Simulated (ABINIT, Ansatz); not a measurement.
# Cs3GaF6 (Fm-3m): one start, several treatments of the self-energy

How much does the gap of Cs3GaF6 (Fm-3m) depend on the approximation to the self-energy?

Calculated with ABINIT 10.8.3; PBEsol and many-body steps on it, plane waves.

### 1. The starting structure

Symmetry: Fm-3m, No. 225, cubic system. Conventional cell: a = 9.448 Å, b = 9.448 Å, c = 9.448 Å, α = 90.00°, β = 90.00°, γ = 90.00°. Nearest to Cs lie 12 F at 3.37 Å. Nearest to Cs lie 6 F at 2.80 Å. Nearest to Ga lie 6 F at 1.92 Å. F has 1 Ga at 1.92 Å and 5 Cs at 2.80 to 3.37 Å nearest. Farther neighbours and most contacts between anions are not listed.

The cell and positions come from the Crystallography Open Database and are kept as given unless a step says otherwise. Spin-orbit coupling is left out unless a step names it.

### 2. Empty states on the mesh, 2×2×2 mesh, 409 bands

This step: ABINIT 10.8.3; DFT, PBEsol, plane waves, norm-conserving pseudopotentials.

The sums over transitions need many empty states on a uniform mesh; this step solves for them.

run.abi reads:

```
acell 3*1.0 Angstrom
rprim 
  -0.000000000000 4.723900000000 4.723900000000
  4.723900000000 0.000000000000 4.723900000000
  4.723900000000 4.723900000000 0.000000000000
ntypat 3
znucl 55 31 9
natom 10
typat 1 1 1 2 3 3 3 3 3 3
xred 
  0.750000000000 0.750000000000 0.750000000000
  0.250000000000 0.250000000000 0.250000000000
  0.000000000000 0.000000000000 0.000000000000
  0.500000000000 0.500000000000 0.500000000000
  0.296500000000 0.703500000000 0.703500000000
  0.703500000000 0.296500000000 0.703500000000
  0.703500000000 0.296500000000 0.296500000000
  0.296500000000 0.703500000000 0.296500000000
  0.703500000000 0.703500000000 0.296500000000
  0.296500000000 0.296500000000 0.703500000000
pp_dirpath "pseudos"
pseudos "Cs.upf, Ga.upf, F.upf"
ecut 45
ngkpt 2 2 2
nshiftk 1
shiftk 0 0 0
kptopt 1
chksymbreak 0
iscf -2
irdden 1
istwfk *1
nband 409
nbdbuf 36
tolwfr 1e-09
nstep 60
prtvol 0
indata_prefix "in"
outdata_prefix "out"
tmpdata_prefix "tmp"
```

Launch:

```sh
> OMP_NUM_THREADS=1 mpirun -n 3 abinit run.abi > log
```

Numbers of over 12 decimals in the logs are rounded to 6 here.

The program printed:

```text
.Version 10.8.3 of ABINIT. v10.8.2 released Aug 2026.

 Symmetries : space group Fm -3 m (#225); Bravais cF (face-center cubic)
[... echo of the input left out ...]
== DATASET  1 ==================================================================
-   mpi_nproc: 3, omp_nthreads: 1 (-1 if OMP is not activated)

--- !DatasetInfo
iteration_state: {dtset: 1, }
dimensions: {natom: 10, nkpt: 3, mband: 409, nsppol: 1, nspinor: 1, nspden: 1, mpw: 20554, }
cutoff_energies: {ecut:  45.0, pawecutdg:  -1.0, }
[...]
2.85223    2.85223    2.85223    2.85476    2.85476    2.86741    2.86741    2.86741
   2.88898    2.88909    2.93500    2.93578    2.93949    2.94182    2.94333    2.94742
   2.95328
 prteigrs : prtvol=0 or 1, do not print more k-points.

== END DATASET(S) ==============================================================
================================================================================

 -outvars: echo values of variables after computation  --------
            nband         409
             nkpt           3
          spgroup         225
 [... the other variables as echoed above ...]

 Calculation completed.
```

Elapsed: 22 min, on 3 MPI ranks of Intel Xeon 6975P-C (Granite Rapids), shared host; peak memory 0.9 GiB; 67 min of CPU time.

This step gave:

```
gap                                                           : 5.914 eV
k of the valence top                                          : 0.5, 0, 0
k of the conduction bottom                                    : 0, 0, 0
least direct gap                                              : 5.939 eV
k points computed                                             : 3
lowest point of the top converged band, above the valence top : 72.6215 eV
```

On this mesh the gap is 5.914 eV.

The density comes from a self-consistent run that is not shown.

### 3. Screening, 2×2×2 mesh, 179 bands, screening to 141.5 eV

The RPA dielectric matrix is built and inverted for each q.

This step: RPA screening on PBEsol, plane waves, norm-conserving pseudopotentials.

Changes to run.abi since step 2:

```diff
@@ -28,10 +28,11 @@
 chksymbreak 0
-iscf -2
-irdden 1
 istwfk *1
-nband 409
-nbdbuf 36
-tolwfr 1e-09
-nstep 60
-prtvol 0
+occopt 1
+irdwfk 1
+optdriver 3
+nband 179
+ecuteps 5.2
+inclvkb 2
+awtr 1
+symchi 1
 indata_prefix "in"
```

Launch:

```sh
> OMP_NUM_THREADS=1 mpirun -n 4 abinit run.abi > log
```

The program printed:

```text
.Version 10.8.3 of ABINIT. v10.8.2 released Aug 2026.

 Symmetries : space group Fm -3 m (#225); Bravais cF (face-center cubic)
[... echo of the input left out ...]
== DATASET  1 ==================================================================
-   mpi_nproc: 4, omp_nthreads: 1 (-1 if OMP is not activated)

--- !DatasetInfo
iteration_state: {dtset: 1, }
dimensions: {natom: 10, nkpt: 3, mband: 179, nsppol: 1, nspinor: 1, nspden: 1, mpw: 20554, }
cutoff_energies: {ecut:  45.0, pawecutdg:  -1.0, }
electrons: {nelect:   9.00000000E+01, charge:   0.00000000E+00, occopt:   1.00000000E+00, tsmear:   1.00000000E-02, }

 SCREENING: Calculation of the susceptibility and dielectric matrices

 Based on a program developped by R.W. Godby, V. Olevano, G. Onida, and L. Reining.
 Incorporated in ABINIT by V. Olevano, G.-M. Rignanese, and M. Torrent.
.Using double precision arithmetic ; gwpc =  8

[... cell and pseudopotentials left out ...]
--------------------------------------------------------------------------------

 ==== K-mesh for the wavefunctions ====
 Number of points in the irreducible wedge :     3
[... list of points left out ...]
 Together with 48 symmetry operations and time-reversal symmetry
 yields     8 points in the full Brillouin Zone.

 ==== Q-mesh for the screening function ====
 Number of points in the irreducible wedge :     3
[... list of points left out ...]
 Together with 48 symmetry operations and time-reversal symmetry
 yields     8 points in the full Brillouin Zone.

 setmesh: FFT mesh size selected  =    54x   54x   54
          total number of points  =       157464

 vcoul_init : cutoff-mode = AUXILIARY_FUNCTION
 q-points for optical limit:   1
     1)      0.000010    0.000020    0.000030

- screening: taking advantage of time-reversal symmetry
- Maximum band index for partially occupied states nbvw = 45
- Remaining bands to be divided among processors   nbcw = 134
- Number of bands treated by each node ~33

 Number of electrons calculated from density =   90.0000; Expected =   90.0000
 average of density, n =  0.063258
 r_s =    1.5569
 omega_plasma =   24.2612 [eV]

 calculating chi0 at frequencies [eV] :
  1    0.000000E+00    0.000000E+00
  2    0.000000E+00    2.426121E+01

--------------------------------------------------------------------------------
  q-point number  1        q = ( 0.000000, 0.000000, 0.000000) [r.l.u.]
--------------------------------------------------------------------------------
[... chi0 elements left out ...]
 For q-point:  0.000010 0.000020 0.000030
  dielectric constant =   2.2228
  dielectric constant without local fields =   2.4981

  Average fulfillment of the sum rule on Im[epsilon] for q-point    1 :     38.26  [%]
[... wings left out ...]
  q-point number  2        q = ( 0.500000, 0.000000, 0.000000) [r.l.u.]
--------------------------------------------------------------------------------
[... chi0 elements left out ...]
  Average fulfillment of the sum rule on Im[epsilon] for q-point    2 :     42.92  [%]

 [... 1 further q-points ...]
```

Wall time 7.3 min (4 MPI ranks); peak memory 4.9 GiB; 29 min of CPU time.

This step gave:

```
ε∞ with local fields, on this mesh, along the program's q direction : 2.223
the same without local fields                                       : 2.498
plasma frequency                                                    : 24.26 eV
plane waves in the screening matrix                                 : 821
```

Local fields lower ε∞ by 11 %. On a Γ-centred mesh this coarse the value itself is usually too large, while a short band sum pulls it down.

### 4. G0W0, Godby-Needs plasmon pole

The self-energy is evaluated for the states that the input lists, and the levels follow from it, in one-shot runs by the linearised quasiparticle equation.

This step: G0W0 on PBEsol, plane waves, norm-conserving pseudopotentials.

Changes to run.abi since step 3:

```diff
@@ -31,8 +31,17 @@
 irdwfk 1
-optdriver 3
+optdriver 4
 nband 179
+gwcalctyp 0
+ecutsigx 45
+symsigma 1
+nkptgw 2
+kptgw 
+  0.5000000000 0.0000000000 0.0000000000
+  0.0000000000 0.0000000000 0.0000000000
+bdgw 
+  44 47
+  43 48
 ecuteps 5.2
-inclvkb 2
-awtr 1
-symchi 1
+irdscr 1
+ppmodel 1
 indata_prefix "in"
```

The program printed:

```text
.Version 10.8.3 of ABINIT. v10.8.2 released Aug 2026.

 Symmetries : space group Fm -3 m (#225); Bravais cF (face-center cubic)
[... echo of the input left out ...]
== DATASET  1 ==================================================================
-   mpi_nproc: 4, omp_nthreads: 1 (-1 if OMP is not activated)

--- !DatasetInfo
iteration_state: {dtset: 1, }
dimensions: {natom: 10, nkpt: 3, mband: 179, nsppol: 1, nspinor: 1, nspden: 1, mpw: 20554, }
cutoff_energies: {ecut:  45.0, pawecutdg:  -1.0, }
electrons: {nelect:   9.00000000E+01, charge:   0.00000000E+00, occopt:   1.00000000E+00, tsmear:   1.00000000E-02, }

 SIGMA: Calculation of the GW corrections

 Based on a program developped by R.W. Godby, V. Olevano, G. Onida, and L. Reining.
 Incorporated in ABINIT by V. Olevano, G.-M. Rignanese, and M. Torrent.
.Using double precision arithmetic ; gwpc =  8

[... cell and pseudopotentials left out ...]
--------------------------------------------------------------------------------

 ==== K-mesh for the wavefunctions ====
 Number of points in the irreducible wedge :     3
[... list of points left out ...]
 Together with 48 symmetry operations and time-reversal symmetry
 yields     8 points in the full Brillouin Zone.

 ==== Q-mesh for screening function ====
 Number of points in the irreducible wedge :     3
[... list of points left out ...]
 Together with 48 symmetry operations and time-reversal symmetry
 yields     8 points in the full Brillouin Zone.

 vcoul_init : cutoff-mode = AUXILIARY_FUNCTION
 q-points for optical limit:   1
     1)      0.000010    0.000020    0.000030
 setmesh: FFT mesh size selected  =    80x   80x   80
          total number of points  =       512000

 Number of electrons calculated from density =   90.0000; Expected =   90.0000
 average of density, n =  0.063258
 r_s =    1.5569
 omega_plasma =   24.2612 [eV]

 === KS Band Gaps ===
  >>>> For spin  1
   Minimum direct gap =   5.9384 [eV], located at k-point      :   0.0000  0.0000  0.0000
   Fundamental gap    =   5.9141 [eV], Top of valence bands at :   0.5000  0.0000  0.0000
                                       Bottom of conduction at :   0.0000  0.0000  0.0000
 SIGMA fundamental parameters:
 PLASMON POLE MODEL  1
 number of plane-waves for SigmaX                20395
 number of plane-waves for SigmaC and W            821
 number of plane-waves for wavefunctions         20395
 number of bands                                   179
 number of independent spin polarizations            1
 number of spinorial components                      1
 number of k-points in IBZ                           3
 number of q-points in IBZ                           3
 number of symmetry operations                      48
 number of k-points in BZ                            8
 number of q-points in BZ                            8
 number of frequencies for dSigma/dE                 9
 frequency step for dSigma/dE [eV]                0.25
 number of omega for Sigma on real axis              0
 max omega for Sigma on real axis  [eV]           0.00
 zcut for avoiding poles [eV]                     0.10

 EPSILON^-1 parameters (SCR file):
 dimension of the eps^-1 matrix on file            821
 dimension of the eps^-1 matrix used               821
 number of plane-waves for wavefunctions         20395
 number of bands                                   179
 number of q-points in IBZ                           3
 number of frequencies                               2
 number of real frequencies                          1
 number of imag frequencies                          1

 matrix elements of self-energy operator (all in [eV])

 Perturbative Calculation

--- !SelfEnergy_ee
iteration_state: {dtset: 1, }
kpoint     : [   0.500,    0.000,    0.000, ]
spin       : 1
KS_gap     :    7.612
QP_gap     :   11.463
Delta_QP_KS:    3.851
data: !SigmaeeData |
     Band     E0 <VxcDFT>   SigX SigC(E0)      Z dSigC/dE  Sig(E)    E-E0       E
       44   0.141 -22.204 -29.286   5.219   0.797  -0.255 -23.688  -1.484  -1.343
       45   0.141 -22.204 -29.286   5.219   0.797  -0.255 -23.688  -1.484  -1.343
       46   7.754 -14.545  -9.571  -2.235   0.864  -0.158 -12.179   2.367  10.120
       47   8.097  -9.111  -4.762  -2.518   0.882  -0.133  -7.495   1.616   9.713

--- !SelfEnergy_ee
iteration_state: {dtset: 1, }
kpoint     : [   0.000,    0.000,    0.000, ]
spin       : 1
KS_gap     :    5.938
QP_gap     :    9.162
Delta_QP_KS:    3.223
data: !SigmaeeData |
     Band     E0 <VxcDFT>   SigX SigC(E0)      Z dSigC/dE  Sig(E)    E-E0       E
       43   0.117 -22.229 -29.723   5.544   0.791  -0.264 -23.772  -1.543  -1.426
       44   0.117 -22.229 -29.723   5.544   0.791  -0.264 -23.772  -1.543  -1.426
       45   0.117 -22.229 -29.723   5.544   0.791  -0.264 -23.772  -1.543  -1.426
       46   6.056  -9.990  -5.616  -2.474   0.884  -0.131  -8.310   1.680   7.736
       47   7.760  -7.956  -3.766  -2.460   0.888  -0.126  -6.419   1.536   9.296
       48   7.760  -7.956  -3.766  -2.460   0.888  -0.126  -6.419   1.536   9.296

== END DATASET(S) ==============================================================
================================================================================

 -outvars: echo values of variables after computation  --------
           etotal      0.0000000000E+00
            nband         179
             nkpt           3
          spgroup         225
 [... the other variables as echoed above ...]

 Calculation completed.
```

Wall time 98 s (4 MPI ranks); peak memory 3.5 GiB.

This step gave:

```
G0W0 gap on the points computed              : 9.079 eV
starting gap on the mesh                     : 5.914 eV
k of the valence top                         : 0.5, 0, 0
k of the conduction bottom                   : 0, 0, 0
Z at the valence top                         : 0.797
Z at the conduction bottom                   : 0.884
least direct G0W0 gap on the computed points : 9.162 eV
```

The gap on the mesh goes from 5.91 eV to 9.08 eV, a correction of +3.16 eV.

### 5. G0W0, Hybertsen-Louie plasmon pole

Changes to run.abi since step 4:

```diff
@@ -45,3 +45,3 @@
 irdscr 1
-ppmodel 1
+ppmodel 2
 indata_prefix "in"
```

The program printed:

```text
.Version 10.8.3 of ABINIT. v10.8.2 released Aug 2026.

 Symmetries : space group Fm -3 m (#225); Bravais cF (face-center cubic)
[... echo of the input left out ...]
== DATASET  1 ==================================================================
-   mpi_nproc: 4, omp_nthreads: 1 (-1 if OMP is not activated)

--- !DatasetInfo
iteration_state: {dtset: 1, }
dimensions: {natom: 10, nkpt: 3, mband: 179, nsppol: 1, nspinor: 1, nspden: 1, mpw: 20554, }
cutoff_energies: {ecut:  45.0, pawecutdg:  -1.0, }
electrons: {nelect:   9.00000000E+01, charge:   0.00000000E+00, occopt:   1.00000000E+00, tsmear:   1.00000000E-02, }

 SIGMA: Calculation of the GW corrections

 Based on a program developped by R.W. Godby, V. Olevano, G. Onida, and L. Reining.
 Incorporated in ABINIT by V. Olevano, G.-M. Rignanese, and M. Torrent.
.Using double precision arithmetic ; gwpc =  8

[... cell and pseudopotentials left out ...]
--------------------------------------------------------------------------------

 ==== K-mesh for the wavefunctions ====
 Number of points in the irreducible wedge :     3
[... list of points left out ...]
 Together with 48 symmetry operations and time-reversal symmetry
 yields     8 points in the full Brillouin Zone.

 ==== Q-mesh for screening function ====
 Number of points in the irreducible wedge :     3
[... list of points left out ...]
 Together with 48 symmetry operations and time-reversal symmetry
 yields     8 points in the full Brillouin Zone.

 vcoul_init : cutoff-mode = AUXILIARY_FUNCTION
 q-points for optical limit:   1
     1)      0.000010    0.000020    0.000030
 setmesh: FFT mesh size selected  =    80x   80x   80
          total number of points  =       512000

 Number of electrons calculated from density =   90.0000; Expected =   90.0000
[...]
number of omega for Sigma on real axis              0
 max omega for Sigma on real axis  [eV]           0.00
 zcut for avoiding poles [eV]                     0.10

 EPSILON^-1 parameters (SCR file):
 dimension of the eps^-1 matrix on file            821
 dimension of the eps^-1 matrix used               821
 number of plane-waves for wavefunctions         20395
 number of bands                                   179
 number of q-points in IBZ                           3
 number of frequencies                               2
 number of real frequencies                          1
 number of imag frequencies                          1

 matrix elements of self-energy operator (all in [eV])

 Perturbative Calculation

--- !SelfEnergy_ee
iteration_state: {dtset: 1, }
kpoint     : [   0.500,    0.000,    0.000, ]
spin       : 1
KS_gap     :    7.612
QP_gap     :   12.095
Delta_QP_KS:    4.483
data: !SigmaeeData |
     Band     E0 <VxcDFT>   SigX SigC(E0)      Z dSigC/dE  Sig(E)    E-E0       E
       44   0.141 -22.204 -29.286   4.459   0.879  -0.138 -24.509  -2.305  -2.163
       45   0.141 -22.204 -29.286   4.459   0.879  -0.138 -24.509  -2.305  -2.163
       46   7.754 -14.545  -9.571  -2.573   0.907  -0.103 -12.368   2.178   9.931
[...]
--- !SelfEnergy_ee
iteration_state: {dtset: 1, }
kpoint     : [   0.000,    0.000,    0.000, ]
spin       : 1
KS_gap     :    5.938
QP_gap     :    9.877
Delta_QP_KS:    3.938
data: !SigmaeeData |
     Band     E0 <VxcDFT>   SigX SigC(E0)      Z dSigC/dE  Sig(E)    E-E0       E
[...]
47   7.760  -7.956  -3.766  -2.627   0.919  -0.088  -6.518   1.437   9.197
       48   7.760  -7.956  -3.766  -2.627   0.919  -0.088  -6.518   1.437   9.197

== END DATASET(S) ==============================================================
================================================================================

 -outvars: echo values of variables after computation  --------
           etotal      0.0000000000E+00
            nband         179
             nkpt           3
          spgroup         225
 [... the other variables as echoed above ...]

 Calculation completed.
```

Run time: 99 s. Hardware: 4 MPI ranks; peak memory 3.4 GiB.

Numbers from this step:

* G0W0 gap on the points computed: 9.695 eV
* starting gap on the mesh: 5.914 eV
* k of the valence top: 0.5, 0, 0
* k of the conduction bottom: 0, 0, 0
* Z at the valence top: 0.879
* Z at the conduction bottom: 0.917
* least direct G0W0 gap on the computed points: 9.877 eV

Against G0W0 in ABINIT (2×2×2 mesh, 179 bands, screening to 141.5 eV, Godby-Needs plasmon pole), the gap moves by +0.616 eV.

### 6. G0W0, von der Linden-Horsch plasmon pole

Changes to run.abi since step 5:

```diff
@@ -45,3 +45,3 @@
 irdscr 1
-ppmodel 2
+ppmodel 3
 indata_prefix "in"
```

The program printed:

```text
.Version 10.8.3 of ABINIT. v10.8.2 released Aug 2026.

 Symmetries : space group Fm -3 m (#225); Bravais cF (face-center cubic)
[... echo of the input left out ...]
== DATASET  1 ==================================================================
-   mpi_nproc: 4, omp_nthreads: 1 (-1 if OMP is not activated)

--- !DatasetInfo
iteration_state: {dtset: 1, }
dimensions: {natom: 10, nkpt: 3, mband: 179, nsppol: 1, nspinor: 1, nspden: 1, mpw: 20554, }
cutoff_energies: {ecut:  45.0, pawecutdg:  -1.0, }
[...]
Band     E0 <VxcDFT>   SigX SigC(E0)      Z dSigC/dE  Sig(E)    E-E0       E
[...]
47   7.760  -7.956  -3.766  -2.616   0.933  -0.072  -6.487   1.468   9.229
       48   7.760  -7.956  -3.766  -2.616   0.933  -0.072  -6.487   1.468   9.229

== END DATASET(S) ==============================================================
================================================================================

 -outvars: echo values of variables after computation  --------
           etotal      0.0000000000E+00
            nband         179
             nkpt           3
          spgroup         225
 [... the other variables as echoed above ...]

 Calculation completed.
```

The job ended after 1.8 min (4 MPI ranks; peak memory 3.3 GiB; 7 min of CPU time).

Numbers from this step:

```
G0W0 gap on the points computed              : 9.224 eV
starting gap on the mesh                     : 5.914 eV
k of the valence top                         : 0.5, 0, 0
k of the conduction bottom                   : 0, 0, 0
least direct G0W0 gap on the computed points : 9.332 eV
```

Against G0W0 in ABINIT (2×2×2 mesh, 179 bands, screening to 141.5 eV, Godby-Needs plasmon pole), the gap moves by +0.145 eV.

[end of part 1 of 2]

[Paths, hosts, dates, memory and timing lines, banners, echoed tables and standing remarks are left out of the program output.]

[Logs are printed without paths, hosts, clocks, repeated set-up lines and the standing remarks that a program may print on its own settings, such as how far it seeks lower states.]

[Runs of the session that timed out or met a known fault of the program may be left out.]

[Hosts, paths, dates, database ids (printed as entryN), source tags and the programs' standing remarks are cut or masked in the printed files.]

[G0W0 gaps are taken among the corrected bands and points alone; a level outside them can change the order at an edge.]

[Where Ansatz stands beside ABINIT at settings called matched, ABINIT's density can come from a denser mesh and the files from another edition; pairs whose starting gaps differed by over 0.03 eV were left out, so agreement reads better than it is.]
